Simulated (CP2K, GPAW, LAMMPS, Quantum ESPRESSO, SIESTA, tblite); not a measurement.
# Running amorphous SiO1.7 (154 atoms) with tblite

How near does tblite come to plane waves for amorphous SiO1.7 (154 atoms)?

Program: tblite 0.8.0. Level of theory: the method is named at each step. Results are calculated unless marked as measured.

### Step 1. The starting structure

The cell holds 154 atoms: 57 Si and 97 O. Cell: a = 13.312 Å, b = 13.312 Å, c = 13.312 Å, α = 90.0°, β = 90.0°, γ = 90.0°. 154 atoms (57 Si, 97 O) placed at random at 2.22 g/cm³, melted at 5000 K for 10 ps at fixed volume with the Tersoff Si-O potential (Munetoh et al., Comput. Mater. Sci. 39, 334 (2007)). Quenched from 5000 K to 100 K at 10 K/ps and fixed volume, held 5 ps.

The yardstick, on the same geometry:

| Item | Value |
| --- | --- |
| method | Kohn-Sham DFT, PBE, SSSP efficiency 1.3.0 pseudopotentials, plane waves (Quantum ESPRESSO 7.5); sssp-pbe-1.3.0-efficiency, cutoffs 60/480 Ry, Γ point |
| r.m.s. force component | 1.344 eV/Å |
| longest force | 5.621 eV/Å |
| pressure | 3.582 GPa |
| time | 39 min on 2 MPI ranks of Arm Neoverse V2, shared host |
| CPU time | 78 min |

### Step 2. GFN2-xTB

Method: GFN2-xTB tight binding, diagonalisation.

run.py reads:

```python
import numpy as np
from ase.io import read
from tblite.ase import TBLite

atoms = read("structure.xyz")
atoms.calc = TBLite(method="GFN2-xTB", electronic_temperature=580, accuracy=1.0, max_iterations=250, mixer_damping=0.4, verbosity=1)
energy = atoms.get_potential_energy()
forces = atoms.get_forces()
print(f"energy {energy:.6f} eV")
print("forces (eV/A)")
for i, (a, f) in enumerate(zip(atoms, forces)):
    print(f"{i:4d} {a.symbol:2s} {f[0]:10.5f} {f[1]:10.5f} {f[2]:10.5f}")
stress = -atoms.get_stress(voigt=False) * 160.21766
print("stress (GPa, compression positive)")
for row in stress:
    print(" ".join(f"{x:10.4f}" for x in row))
print("charges (e)")
print(np.array2string(atoms.get_charges(), precision=4, suppress_small=True, max_line_width=110, threshold=100000))
```

structure.xyz reads:

```xyz
154
Lattice="13.31250 0.00000 0.00000 0.00000 13.31250 0.00000 0.00000 0.00000 13.31250" Properties=species:S:1:pos:R:3 pbc="T T T"
Si 7.27408 11.98498 4.78678
Si 3.52568 1.26522 7.55631
Si 13.02388 8.53411 10.94753
Si 1.36227 0.49043 9.72571
Si 5.80718 6.20988 7.42318
Si 3.47230 0.21353 0.65404
Si 2.26632 9.63066 7.89591
Si 8.71410 5.76152 8.68321
Si 11.69090 8.42908 0.22139
Si 6.48505 6.87737 4.58948
Si 3.68077 4.04527 6.68940
Si 6.19537 10.12788 0.94545
Si 6.44924 11.28634 11.35503
Si 12.96185 12.37610 2.11908
Si 4.53038 7.07160 13.09005
Si 9.15900 9.55025 4.86545
Si 1.18162 1.18481 5.27987
Si 1.87094 11.79541 4.29128
Si 0.40337 2.96057 11.52956
Si 10.00008 2.12374 10.24437
Si 10.74771 11.06349 7.14801
Si 8.85002 4.48285 11.59053
Si 6.66371 3.45073 2.98453
Si 7.02434 2.16634 10.78352
Si 11.78156 12.97955 10.66917
Si 2.89187 8.85840 10.83038
Si 8.98900 8.76668 1.82102
Si 7.44541 4.44837 5.86762
Si 7.34743 0.39738 2.39652
Si 1.83819 8.74139 4.93747
Si 11.65469 2.30865 4.90526
Si 11.05869 3.97405 2.44923
Si 5.63438 12.21102 8.46143
Si 0.51386 3.93198 6.21467
Si 0.52624 12.17721 7.00770
Si 9.76738 2.94326 7.43051
Si 10.53125 1.04969 2.35538
Si 2.35498 2.33475 2.62123
Si 10.93089 2.68739 12.96345
Si 8.43640 13.29706 7.38910
Si 3.81962 7.23148 2.92516
Si 13.02042 10.93635 12.66897
Si 6.30161 13.20800 12.78333
Si 4.98873 9.12718 8.53331
Si 12.89542 6.53138 4.83244
Si 1.93963 11.62660 11.97885
Si 9.86017 6.58383 5.68843
Si 4.88116 12.01107 3.05176
Si 5.93365 2.83916 8.02025
Si 2.10311 5.11120 13.26298
Si 13.09870 6.08022 1.72157
Si 3.65881 4.19890 3.47084
Si 8.64953 9.09244 10.90600
Si 7.81990 6.94580 13.18776
Si 10.29762 8.49138 9.17657
Si 12.23712 3.55856 8.89421
[... 94 atom lines left out ...]
O 12.87013 11.25918 0.94545
O 8.91751 5.17856 5.81650
O 11.05403 2.45602 3.29325
O 0.40284 5.18109 5.16445
```

Started as:

```bash
$ OMP_NUM_THREADS=1 python run.py > output.txt
```

What it wrote:

```text
------------------------------------------------------------
  cycle        total energy    energy error   density error
------------------------------------------------------------
      1     -477.4932577785  -4.7978459E+02   5.8680030E-01
      2     -487.9990633009  -1.0505806E+01   4.4916196E-01
      3     -487.7024553048   2.9660800E-01   3.7677126E-01
      4     -489.6942955251  -1.9918402E+00   3.6707876E-01
      5     -495.8804070644  -6.1861115E+00   2.8110990E-01
      6     -495.8855497442  -5.1426798E-03   2.6270485E-01
      7     -496.4652824097  -5.7973267E-01   2.0596805E-01
      8     -497.0787390652  -6.1345666E-01   2.0937524E-01
      9     -496.8606057838   2.1813328E-01   2.0104815E-01
     10     -497.5136425699  -6.5303679E-01   1.8244318E-01
     11     -498.0369674837  -5.2332491E-01   1.3916702E-01
     12     -498.3851862757  -3.4821879E-01   1.2489209E-01
     13     -498.3416540470   4.3532229E-02   1.2972493E-01
     14     -498.2366249750   1.0502907E-01   1.3571476E-01
     15     -498.2686577221  -3.2032747E-02   1.3289325E-01
     16     -498.3351925765  -6.6534854E-02   1.1228773E-01
     17     -498.3644331414  -2.9240565E-02   1.0607485E-01
     18     -498.1819365197   1.8249662E-01   1.2307102E-01
     19     -498.5885281410  -4.0659162E-01   7.9362793E-02
     20     -498.5382682727   5.0259868E-02   8.5461048E-02
     21     -498.6375868188  -9.9318546E-02   7.1446777E-02
     22     -498.7042574989  -6.6670680E-02   5.5571988E-02
     23     -498.7263632942  -2.2105795E-02   4.7910253E-02
     24     -498.7454874930  -1.9124199E-02   3.9665109E-02
[...]
47     -498.7933917944  -1.7323041E-06   2.6368422E-04
     48     -498.7933927857  -9.9136298E-07   1.9171538E-04
     49     -498.7933935597  -7.7396982E-07   1.2762217E-04
     50     -498.7933938448  -2.8508873E-07   8.2422262E-05
     51     -498.7933939768  -1.3195540E-07   5.9977990E-05
     52     -498.7933939938  -1.7044954E-08   5.4961340E-05
     53     -498.7933940690  -7.5225614E-08   3.2479110E-05
     54     -498.7933940979  -2.8886973E-08   1.2948776E-05
------------------------------------------------------------
 total:                                  21.095 sec
energy -13572.859593 eV
forces (eV/A)
   0 Si   -4.52571   -2.20879    3.99246
   1 Si   -1.86721   -2.04880    1.60196
   2 Si   -0.85659   -5.03483   -0.14088
   3 Si   -1.11313   -0.21866   -0.03348
   4 Si   -0.32776    3.35974    1.33885
   5 Si   -0.25027    0.25838    0.87429
   6 Si   -4.51965   -1.84492    0.22988
   7 Si    0.96460   -0.56812    0.02843
   8 Si    0.38756    0.03953    1.38715
   9 Si    0.18685    5.54393    2.26905
  10 Si   -1.68704    1.47098   -1.85999
  11 Si   -1.87772   -2.57653   -0.92001
  12 Si    0.81220    1.75816    1.22858
  13 Si    2.13286    1.20347   -1.53126
  14 Si   -0.63401    1.11119    0.42739
  15 Si   -0.04118   -0.13240    0.63885
  16 Si    1.91530   -0.23481   -0.52290
  17 Si    1.30901   -0.93844   -1.64826
  18 Si    2.04730   -1.45239   -0.71221
  19 Si   -0.27943   -1.64416    0.08143
  20 Si   -0.09193    0.21507    0.00448
  21 Si   -2.06301    0.89207   -1.70588
  22 Si   -0.18960   -0.20989   -0.15831
  23 Si    0.23546   -0.23623    0.65378
[...]
146 O    -0.82262    0.07064   -1.01837
 147 O    -1.11112    1.23660   -0.86638
 148 O     1.05737   -2.46517   -2.30425
 149 O     2.26526   -0.43668   -0.67835
 150 O    -0.60262   -0.44241    0.61291
 151 O     0.15958    1.74963   -3.77937
 152 O    -0.92952    0.92384   -2.20465
 153 O     0.10866   -1.21321    0.64492
stress (GPa, compression positive)
   -4.1518     0.0434     0.2269
    0.0434    -3.4781     0.1755
    0.2269     0.1755    -3.2270
charges (e)
[ 0.4214  0.6796  0.4046  0.73    0.6746  0.6492  0.4325  0.6615  0.4147  0.363   0.6967  0.4175  0.498
  0.4558  0.6137  0.6335  0.6572  0.6572  0.6159  0.6879  0.6027  0.6742  0.6874  0.6661  0.4305  0.6106
  0.648   0.7403  0.6733  0.6352  0.3422  0.6862  0.6254  0.6608  0.6307  0.6942  0.6444  0.2562  0.6794
  0.6242  0.6252  0.485   0.5554  0.4056  0.6422  0.5056  0.5269  0.6495  0.3693  0.4939  0.6331  0.5323
  0.3062  0.6477  0.4981  0.3808  0.7112 -0.2967 -0.3343 -0.366  -0.3194 -0.3211 -0.383  -0.3874 -0.3507
 -0.3027 -0.3145 -0.3433 -0.3484 -0.2543 -0.3273 -0.3461 -0.3195 -0.3633 -0.339  -0.327  -0.3786 -0.3344
 -0.3239 -0.361  -0.3631 -0.3287 -0.4127 -0.3203 -0.3282 -0.27   -0.3108 -0.3381 -0.3071 -0.3343 -0.3636
 -0.4103 -0.3722 -0.3043 -0.3041 -0.2665 -0.392  -0.2968 -0.2828 -0.3389 -0.2664 -0.3556 -0.2767 -0.4089
 -0.3605 -0.3352 -0.3493 -0.3969 -0.3359 -0.3831 -0.3561 -0.3554 -0.3163 -0.3157 -0.3457 -0.2674 -0.3313
 -0.3622 -0.3714 -0.288  -0.4126 -0.366  -0.2996 -0.3091 -0.3183 -0.334  -0.2915 -0.3672 -0.4107 -0.277
 -0.3039 -0.3869 -0.3353 -0.3799 -0.4364 -0.3731 -0.3479 -0.318  -0.2816 -0.255  -0.2934 -0.3148 -0.3807
 -0.3353 -0.3433 -0.3201 -0.255  -0.2548 -0.423  -0.2972 -0.2746 -0.3957 -0.3385 -0.3494]
```

The job ended after 22 s (1 thread of Arm Neoverse V2, shared host; peak memory 0.21 GiB).

Banners, paths, timers and routine set-up lines are dropped from the logs unmarked, and long logs keep their key lines alone; longer cuts are marked.

Compared with the plane-wave run:

```
r.m.s. force component                  : 1.287 eV/Å
r.m.s. difference of force components   : 689 meV/Å
longest difference of force vectors     : 5492 meV/Å
force difference over r.m.s. force      : 51.26 %
slope of forces against the reference's : 0.8271
correlation of force components         : 0.8637
pressure                                : -3.619 GPa
pressure difference                     : -7.201 GPa
```

Length of the force difference by element (eV/Å):

```
element  atoms  mean  most
      O     97  0.83   2.7
     Si     57   1.2   5.5
```

Local excerpt of 9 atoms (numbers count through the whole input) about Si1, which bears the longest force; x, y, z are measured from there.

```csv
atom,x,y,z,distance (Å),bonds,Mulliken charge (e),Fx,Fy,Fz (eV/Å)
Si1,0.00,0.00,0.00,0.00,3,0.42,-4.53,-2.21,3.99
O88,0.65,1.05,1.04,1.62,2,-0.34,1.29,0.85,-0.07
O150,0.50,-1.55,0.07,1.63,2,-0.30,2.27,-0.44,-0.68
O61,-0.81,0.62,-1.33,1.67,3,-0.32,1.80,2.60,-2.08
Si29,0.07,1.72,-2.39,2.95,4,0.67,0.75,0.97,-2.00
Si48,-2.39,0.03,-1.74,2.96,4,0.65,-1.84,-0.69,-0.39
Si16,1.88,-2.43,0.08,3.08,4,0.63,-0.04,-0.13,0.64
Si40,1.16,1.31,2.60,3.14,4,0.62,-0.41,-0.46,-0.92
O112,1.71,1.80,-2.05,3.22,2,-0.36,0.71,0.46,-0.39
```

Atoms are counted from 1 here, from 0 in the log.

Forces lie 51 % from the reference's, at 0.0046 times its CPU time (on 1 against 2 cores).

Further runs of this program without a result: tblite GFN1-xTB (not converged).

### Step 3. What came out

| Property | Result |
| --- | --- |
| force difference from the reference | tblite GFN2-xTB, 51 % |
| its CPU time | 22 s |

Tight binding differs by 51 % (tblite GFN2-xTB); it is another model, with fitted parameters of its own, and the xTB methods hold dispersion. One electronic-structure run takes under half the reference's CPU time: tblite GFN2-xTB, at 51 % in 22 s against 78 min; its pressure misses by -7.2 GPa. Periodic xTB results under one method name differ between programs and library versions. The reference's pressure holds the uncorrected Pulay stress of its 60 Ry basis, so small pressure differences, and their order, may be the reference's own error. The quench rate of 10 K/ps is many orders above laboratory rates, so the cell is likely richer in defects and strain than a real sample. The network of bonds at the start is that of the classical potential that made the cell, and needn't be the one that DFT or experiment would give. The electronic-structure runs sample only Γ, in a cell whose shortest periodic width is 13 Å, which is coarse for a cell with partly filled levels.

[Also dropped from logs without a mark: logging warnings of Python, and SIESTA's first energy breakdown and zero terms.]

[Logs are printed without paths, hosts, clocks, repeated set-up lines and the standing remarks that a program may print on its own settings, such as how far it seeks lower states.]

[Hosts, paths, dates, database ids (printed as entryN), source tags and the programs' standing remarks are cut or masked in the printed files.]
